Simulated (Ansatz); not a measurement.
**InAs (F-43m): bands and screening cutoff converge together**

Aim: vary empty bands and screening cutoff apart and together in G0W0 on InAs (F-43m).

Program: Ansatz 0.2.0. Level of theory: G0W0 on r2SCAN, plane waves, PAW; PAW set soft_1. Results are calculated unless marked as measured.

Most raw output is cut from this account.

The database entry behind the starting cell differs from later determinations by our own check (about 0.4 % short), so it need not match the best structure at ambient conditions.

## Step 1: The starting structure

It takes space group F-43m (No. 216, cubic). Conventional cell: a = 6.036 Å, b = 6.036 Å, c = 6.036 Å, α = 90.00°, β = 90.00°, γ = 90.00°. Nearest to In lie 4 As at 2.61 Å. Nearest to As lie 4 In at 2.61 Å. Farther neighbours are not listed.

Structure file:

```cif
data_structure
_symmetry_space_group_name_H-M 'P 1'
_symmetry_Int_Tables_number 1
_cell_length_a 4.2681
_cell_length_b 4.2681
_cell_length_c 4.2681
_cell_angle_alpha 60.000
_cell_angle_beta 60.000
_cell_angle_gamma 60.000
_cell_volume 54.98
loop_
_atom_site_label
_atom_site_type_symbol
_atom_site_fract_x
_atom_site_fract_y
_atom_site_fract_z
_atom_site_occupancy
In1 In 0.00000 0.00000 0.00000 1
As2 As 0.25000 0.25000 0.25000 1
```

The cell and positions come from the Crystallography Open Database and are kept as given unless a step says otherwise.

## Step 2: 44 empty bands, screening to 50 eV

G0W0 replaces the xc potential by the self-energy, built once from these orbitals. Only a window of levels is corrected, while the sums run over the empty bands that the input names. This step takes PAW set soft_1 files.

File input.yaml:

```yaml
crystal:
  lattice:
    - [0.0, 3.018, 3.018]
    - [3.018, 0.0, 3.018]
    - [3.018, 3.018, 0.0]
  atoms:
    - { symbol: In, position: [0.0, 0.0, 0.0] }
    - { symbol: As, position: [0.25, 0.25, 0.25] }
kpoints:
  mp_grid: { grid: [4, 4, 4] }
hamiltonian:
  xc: r2scan
  pseudopotentials: { kind: paw, azcp: { folder: soft_1 } }
scf:
  occupations: { method: fixed }
gw:
  n_empty_bands: 44
  ecut_chi: 50
  qp_bands: [v2, c2]
  qp_kpoints: band_edges
  screening: { model: contour_deformation }
```

Command:

```bash
$ ansatz run input.yaml --threads 3 --pin off --max-ram 92160MiB --backend cuda --events-out ev --progress --plain --runs-dir out --devices 1 --max-vram 13GiB
```

Wall time 9.3 s (1 × NVIDIA H100 80GB HBM3 (shared by 6 runs) with 3 threads of AMD EPYC 7R13 (Zen 3), shared host); peak memory 1.1 GiB; 7.1 s of CPU time.

Numbers from this step:

* bands summed: 58
* RPA ε∞ on this mesh (eigenvalues): 605.4, 605.4, 605.4
* plane waves in the screening matrix: 59
* q-points in the mesh: 64
* G0W0 gap on the mesh: 0.5207 eV
* k of the valence top: 0, 0, 0
* k of the conduction bottom: 0, 0, 0
* starting gap on the mesh: 0.2657 eV
* Z at the valence top: 0.7627
* Z at the conduction bottom: 0.7773
* least direct G0W0 gap on the computed points: 0.5207 eV

The gap on the mesh goes from 0.27 eV to 0.52 eV, a correction of +0.25 eV. Between the two edge states, bare exchange in place of the xc potential would open the gap by 5.35 eV, and correlation takes back 5.09 eV.

## Step 3: 229 empty bands, screening to 50 eV

input.yaml, as its differences from that of step 2:

```diff
@@ -16,3 +16,3 @@
 gw:
-  n_empty_bands: 44
+  n_empty_bands: 229
   ecut_chi: 50
```

The job ended after 12 s (1 × NVIDIA H100 80GB HBM3 (shared by 6 runs) with 3 threads; peak memory 1.2 GiB; 11 s of CPU time).

Numbers from this step:

```yaml
bands_summed: 243
rpa_eps_infinity_on_this_mesh_eigenvalues: 609.5, 609.5, 609.5
plane_waves_in_the_screening_matrix: 59
g0w0_gap_on_the_mesh: 0.4907 eV
k_of_the_valence_top: 0, 0, 0
k_of_the_conduction_bottom: 0, 0, 0
starting_gap_on_the_mesh: 0.2657 eV
least_direct_g0w0_gap_on_the_computed_points: 0.4907 eV
```

Against the run with 4×4×4 mesh, 44 empty bands, screening to 50 eV, PAW set soft_1 files, the gap moves by −0.03 eV.

## Step 4: 124 empty bands, screening to 100 eV

Another rung: the empty bands reach about as high as the screening cutoff, so the two stay in balance.

input.yaml, as its differences from that of step 3:

```diff
@@ -16,4 +16,4 @@
 gw:
-  n_empty_bands: 229
-  ecut_chi: 50
+  n_empty_bands: 124
+  ecut_chi: 100
   qp_bands: [v2, c2]
```

Wall time 8.3 s (1 × NVIDIA H100 80GB HBM3 (shared by 6 runs) with 3 threads); peak memory 1.2 GiB.

The G0W0 gap on the mesh is 0.517 eV.

## Step 5: 648 empty bands, screening to 100 eV

input.yaml, as its differences from that of step 4:

```diff
@@ -16,3 +16,3 @@
 gw:
-  n_empty_bands: 124
+  n_empty_bands: 648
   ecut_chi: 100
```

Run time: 17 s. Hardware: 1 × NVIDIA H100 80GB HBM3 (shared by 6 runs) with 3 threads; peak memory 1.6 GiB; 22 s of CPU time.

The G0W0 gap on the mesh is 0.475 eV.

## Step 6: 44 empty bands, screening to 150 eV

input.yaml, as its differences from that of step 5:

```diff
@@ -16,4 +16,4 @@
 gw:
-  n_empty_bands: 648
-  ecut_chi: 100
+  n_empty_bands: 44
+  ecut_chi: 150
   qp_bands: [v2, c2]
```

Run time: 8.4 s. Hardware: 1 × NVIDIA H100 80GB HBM3 (shared by 6 runs) with 3 threads; peak memory 1.2 GiB; 8.8 s of CPU time.

The G0W0 gap on the mesh is 0.538 eV.

## Step 7: 229 empty bands, screening to 150 eV

input.yaml, as its differences from that of step 6:

```diff
@@ -16,3 +16,3 @@
 gw:
-  n_empty_bands: 44
+  n_empty_bands: 229
   ecut_chi: 150
```

Elapsed: 11 s, on 1 × NVIDIA H100 80GB HBM3 (shared by 6 runs) with 3 threads; peak memory 1.3 GiB.

The G0W0 gap on the mesh is 0.473 eV.

## Step 8: 407 empty bands, screening to 220 eV

input.yaml, as its differences from that of step 7:

```diff
@@ -16,4 +16,4 @@
 gw:
-  n_empty_bands: 229
-  ecut_chi: 150
+  n_empty_bands: 407
+  ecut_chi: 220
   qp_bands: [v2, c2]
```

Run time: 11 s. Hardware: 1 × NVIDIA H100 80GB HBM3 (shared by 6 runs) with 3 threads; peak memory 1.5 GiB.

The G0W0 gap on the mesh is 0.432 eV.

## Step 9: 124 empty bands, screening to 300 eV

input.yaml, as its differences from that of step 8:

```diff
@@ -16,4 +16,4 @@
 gw:
-  n_empty_bands: 407
-  ecut_chi: 220
+  n_empty_bands: 124
+  ecut_chi: 300
   qp_bands: [v2, c2]
```

It took 11 s on 1 × NVIDIA H100 80GB HBM3 (shared by 6 runs) with 3 threads; peak memory 1.8 GiB; 14 s of CPU time.

The G0W0 gap on the mesh is 0.526 eV.

## Step 10: 648 empty bands, screening to 300 eV

input.yaml, as its differences from that of step 9:

```diff
@@ -16,3 +16,3 @@
 gw:
-  n_empty_bands: 124
+  n_empty_bands: 648
   ecut_chi: 300
```

Wall time 15 s (1 × NVIDIA H100 80GB HBM3 (shared by 6 runs) with 3 threads); peak memory 2 GiB.

The G0W0 gap on the mesh is 0.424 eV.

## Step 11: The grid

Start r2SCAN, 4×4×4 mesh. Times are wall times on 1 × NVIDIA H100 80GB HBM3 (shared by 6 runs) with 3 threads of AMD EPYC 7R13 (Zen 3), shared host, good to a factor of about two.

| cutoff (eV) | plane waves at q = 0 | bands summed | gap (eV) | Σc valence (eV) | Σc conduction (eV) | time |
| --- | --- | --- | --- | --- | --- | --- |
| 50 | 59 | 58 | 0.521 | 1.75 | -3.34 | 9.3 s |
| 50 | 59 | 243 | 0.491 | 1.53 | -3.59 | 12 s |
| 100 | 137 | 138 | 0.517 | 1.36 | -3.74 | 8.3 s |
| 100 | 137 | 662 | 0.475 | 1.24 | -3.90 | 17 s |
| 150 | 259 | 58 | 0.538 | 1.68 | -3.39 | 8.4 s |
| 150 | 259 | 243 | 0.473 | 1.21 | -3.92 | 11 s |
| 220 | 411 | 421 | 0.432 | 1.14 | -4.05 | 11 s |
| 300 | 645 | 138 | 0.526 | 1.33 | -3.76 | 11 s |
| 300 | 645 | 662 | 0.424 | 1.10 | -4.09 | 15 s |

## Step 12: Summary of results

```
58 bands, 50 eV                    : 0.521 eV
243 bands, 50 eV                   : 0.491 eV
138 bands, 100 eV                  : 0.517 eV
662 bands, 100 eV                  : 0.475 eV
58 bands, 150 eV                   : 0.538 eV
243 bands, 150 eV                  : 0.473 eV
421 bands, 220 eV                  : 0.432 eV
138 bands, 300 eV                  : 0.526 eV
662 bands, 300 eV                  : 0.424 eV
estimated limit along the diagonal : 0.41 eV
mesh and start                     : 4×4×4, r2SCAN
```

At 50 eV, going from 58 to 243 bands moves the gap by −0.03 eV. At 100 eV, going from 138 to 662 bands moves the gap by −0.04 eV. At 150 eV, going from 58 to 243 bands moves the gap by −0.06 eV. At 300 eV, going from 138 to 662 bands moves the gap by −0.10 eV. At 58 bands, raising the cutoff from 50 to 150 eV moves it by +0.02 eV. At 243 bands, raising the cutoff from 50 to 150 eV moves it by −0.02 eV. At 138 bands, raising the cutoff from 100 to 300 eV moves it by +0.01 eV. At 662 bands, raising the cutoff from 100 to 300 eV moves it by −0.05 eV. Along the diagonal, where both rise together, the two highest rungs point to 0.41 eV. Gaps are over the mesh's points; an edge off the mesh would be missed. A low cutoff hides what high bands add, so a band series at one cutoff can look settled before the gap is. The 4×4×4 mesh is coarse for this cell (its supercell is 17 Å along the shortest edge). The RPA ε∞ on it, from the r2SCAN start, is 607.37; such meshes misread the long-range screening, most where the gap is narrow. On this mesh the RPA ε∞ passes 90, more than nearly any semiconductor shows; a coarse mesh does this where one point with a narrow direct gap carries much weight. The screening is then too strong, and the G0W0 gap should not be taken as the material's. The many-body steps are scalar-relativistic: spin-orbit coupling is not in them.

[Paths, hosts, dates, memory and timing lines, banners, echoed tables and standing remarks are left out of the program output.]

[Logs are printed without paths, hosts, clocks, repeated set-up lines and the standing remarks that a program may print on its own settings, such as how far it seeks lower states.]

[Runs of the session that timed out or met a known fault of the program may be left out.]

[Cells called generated may have been cut or substituted from an entry of the Crystallography Open Database or the Materials Project.]

[Hosts, paths, dates, database ids (printed as entryN), source tags and the programs' standing remarks are cut or masked in the printed files.]
